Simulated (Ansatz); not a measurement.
# Dielectric function and optical constants of BaTiO3, part 2 of 2

What colour and refractive index does BaTiO3 have at this level of theory?

Ansatz 0.2.0; DFT, PBE, plane-wave PAW, default files, scalar-relativistic, independent-particle optical response without local fields.

So far, electronic dielectric constant ε∞, mean over x, y and z (by symmetry where fewer were run): step 3 (spectrum) 6.84.

## (4) Static response with local fields

Perturbation theory gives the static response with local fields and the functional's kernel, and it needs no empty bands.

This step: DFT, PBE, plane-wave PAW, default files, scalar-relativistic, static field response by perturbation theory with local fields (Ansatz 0.2.0).

The input, input.yaml:

```yaml
crystal:
  lattice:
    - [4.006, 0.0, 0.0]
    - [0.0, 4.006, 0.0]
    - [0.0, 0.0, 4.006]
  atoms:
    - { symbol: Ba, position: [0.5, 0.5, 0.5] }
    - { symbol: Ti, position: [0.0, 0.0, 0.0] }
    - { symbol: O, position: [0.0, 0.0, 0.5] }
    - { symbol: O, position: [0.0, 0.5, 0.0] }
    - { symbol: O, position: [0.5, 0.0, 0.0] }
kpoints:
  mp_grid: { grid: [6, 6, 6] }
scf:
  occupations: { method: fixed }
hamiltonian:
  xc: pbe
  pseudopotentials: { kind: paw }
dielectric: {}
```

Launch:

```console
> ansatz run input.yaml --threads 4 --pin off --max-ram 8192MiB --backend cpu --events-out ev --progress --plain --runs-dir out
```

Numbers of over 12 decimals in the logs are rounded to 6 here.

The program printed:

```text
[...]
Crystal: 5 atoms, lattice volume = 64.288 Å³
Basis set: ecut = 420 eV, 1237 PW (Γ), exchange–correlation on 54×54×54 points (8 copies of the dense FFT grid, shifted against one another)
Bands: 25, of which v1, the nominal top of the filled ones, is band 20 counted from 1 (19 counted from 0)
Symmetry: 48 space group operations
k-points: 40 of 216 (irreducible under 8 space group operations, time reversal used)
[...]
SCF iter   1: F=—  HF=-10159.562462 eV  |F-HF|=—  |Δ(HF+E_count)|=         —  Δρ=1.52e-3  dr2=7.17e-4  ethr=1.77e-3  ⟨swp⟩=4.3  Hψ=4210  notcnv=0  defer=82
[...]
SCF iter   8: F=-10159.562850 eV  HF=-10159.562850 eV  |F-HF|=3.09e-11  |Δ(HF+E_count)|=  6.80e-10  Δρ=2.19e-7  dr2=3.12e-11  ethr=1.00e-12  ⟨swp⟩=9.2  Hψ=4664  notcnv=0
SCF 1 converged in 8 iterations: F = -10159.562850 eV  dr2 = 3.12e-11
[...]
DFPT response loops at Γ: preconditioner auto → none (the input reference at scf.mixing.eps_inf says where Resta's filter doesn't serve); β = 0.50; Broyden in place of MSR1
── the response to a field inside a basis, on 8×8×8 k-points: an SCF that follows is theirs, and a resumed run solves both again ──
Bands: 21, of which v1, the nominal top of the filled ones, is band 20 counted from 1 (19 counted from 0)
k-points: 20 of 512
[...]
Eigensolver: Dense (20 Hₖ)
SCF iter   1: F=—  HF=-10159.558684 eV  |F-HF|=—  |Δ(HF+E_count)|=         —  Δρ=4.57e-4  dr2=2.43e-5  ethr=1.00e-1
[...]
SCF iter   5: F=-10159.558691 eV  HF=-10159.558691 eV  |F-HF|=7.95e-9  |Δ(HF+E_count)|=   9.64e-9  Δρ=3.86e-6  dr2=1.55e-8  ethr=3.81e-10
SCF 1 converged in 5 iterations: F = -10159.558691 eV  dr2 = 1.55e-8
[...]
SCF converged after 8 iterations
Free energy (F): -10159.562850 eV
[...]
Internal energy: -10159.562850 eV  (E = F + TS)
E sigma→0 (E₀):  -10159.562850 eV
Fermi energy:    10.266298 eV
[...]
--- Band table (eV; the first three rows and the last of 40) ---
  k-point 0: bands = [... 16 lower, 9.1620, 10.1580, 10.1580, 10.1580, 12.0710, 12.0710, 12.0710, 14.2173, ... 1 higher]
  k-point 1: bands = [... 16 lower, 8.9494, 9.5363, 9.9751, 9.9751, 12.1018, 12.5806, 12.5806, 14.2186, ... 1 higher]
  k-point 2: bands = [... 16 lower, 8.5799, 8.6980, 9.7071, 9.7071, 12.1652, 13.4098, 13.4098, 14.2210, ... 1 higher]
  k-point 39: bands = [... 16 lower, 7.9289, 10.2663, 10.2663, 10.2663, 14.4587, 14.4587, 14.4587, 17.0936, ... 1 higher]
--- Dielectric response (ions clamped): 3 representative field directions + reference, inside a basis on a mesh of 512 k-points (Σ response iterations 15) ---
  ε∞ (high-frequency dielectric tensor):
        6.690550     0.000000     0.000000
        0.000000     6.690550     0.000000
        0.000000     0.000000     6.690550
  Born effective charges Z* (e; rows j = field, columns β = displacement):
    site 0:
         2.76359    0.00000    0.00000
        -0.00000    2.76359    0.00000
         0.00000    0.00000    2.76359
    site 1:
         7.37590    0.00000    0.00000
         0.00000    7.37590    0.00000
         0.00000    0.00000    7.37590
    site 2:
        -2.14323    0.00000   -0.00000
        -0.00000   -2.14323    0.00000
        -0.00000    0.00000   -5.85304
    site 3:
        -2.14323   -0.00000    0.00000
         0.00000   -5.85304    0.00000
        -0.00000    0.00000   -2.14323
    site 4:
        -5.85304   -0.00000    0.00000
         0.00000   -2.14323    0.00000
         0.00000    0.00000   -2.14323
  Z* charge neutrality: 4.441e-3 e pre-enforcement
  solved inside a basis spanned on kpoints, on 8×8×8 k-points, its susceptibility summed on 10×10×10: ε∞ is read to err by 2.2e-2, Z* by 3.2e-2 e (field_mesh: kpoints solves on kpoints); Z* is corrected for what the basis lacks
```

The job ended after 9.8 s (4 threads of Intel Xeon Platinum 8488C (Sapphire Rapids), shared host; peak memory 0.71 GiB).

Read-outs, printed or worked out from the files:

* electronic dielectric constant ε∞, mean over x, y and z (by symmetry where fewer were run): 6.691

ε∞ with local fields:

```
6.69 0.00 0.00
0.00 6.69 0.00
0.00 0.00 6.69
```

Diagonal elements. Born, by row:

```
atom  Z*xx (e)  Z*yy (e)  Z*zz (e)
 Ba1     2.764     2.764     2.764
 Ti2     7.376     7.376     7.376
  O3    -2.143    -2.143    -5.853
  O4    -2.143    -5.853    -2.143
  O5    -5.853    -2.143    -2.143
```

Mean Born charges are Ba +2.76, Ti +7.38 and O -3.38, against formal valences of +2, +4 and -2. That of Ti exceeds its valence by 84 %, the mark of charge moving along hybridised bonds as the atoms shift.

## (5) Results

```
gap on the path                                                                                                                                     : 1.80 eV
least direct gap on the path                                                                                                                        : 1.91 eV
electronic dielectric constant ε∞, mean over x, y and z (by symmetry where fewer were run) (independent particles)                                  : 6.84
absorption onset, first axis (α over 10⁴ cm⁻¹, or the direct gap if that lies higher)                                                               : 1.92 eV
main peak of Im epsilon, first axis                                                                                                                 : 4.15 eV
photocurrent from vertical transitions in a film 500 nm thick on a perfect mirror (two passes), AM1.5G, no front reflection, all carriers collected : 15.9 mA/cm²
electronic dielectric constant ε∞, mean over x, y and z (by symmetry where fewer were run) (static response with local fields)                      : 6.69
```

At this level (PBE, independent particles) BaTiO3 has ε∞ = 6.84 (6.69 with local fields) and n = 2.65 at 1550 nm; absorption sets in near 1.9 eV, and Im ε peaks at 4.1 eV. The gap is indirect (1.80 eV), so absorption without phonons can begin only at the direct gap of 1.91 eV. Absorption passes 10⁴ cm⁻¹ from the direct gap on, 1.91 eV, inside the visible range. Distinct maxima of Im ε, read by a parabola through the highest points, lie at 4.15 eV (9.7), 8.79 eV (5.3), 9.92 eV (4.8) and 19.02 eV (4.9). The f-sum over the summed bands holds 27.2 of the cell's 40 electrons outside the frozen cores, 16 of which lie in bands more than 12 eV below the Fermi level, whose transitions come at higher energies. Up to 22 eV the strength has a mean oscillator energy of 8.6 eV, well above the main peak, so higher transitions carry much of it. Through 1 µm of it, D65 light comes out red, dark (x = 0.678, y = 0.321; 2 % transmitted). A larger true gap would move the edge to shorter wavelengths and change the colour. With local fields and the functional's kernel the static response is 6.69 against 6.84 for independent particles (-2 %). In the base spectrum excitons and phonon-assisted transitions are missing, and so are local fields; PBE gaps are as a rule too small, which pulls the onset down and ε∞ up. In the base run ε includes the program's bounded estimate of what the bands above those summed add. Spin-orbit coupling is left out although heavy atoms are present.

[Logs are printed without paths, hosts, clocks, repeated set-up lines and the standing remarks that a program may print on its own settings, such as how far it seeks lower states.]

[Hosts, paths, dates, database ids (printed as entryN), source tags and the programs' standing remarks are cut or masked in the printed files.]
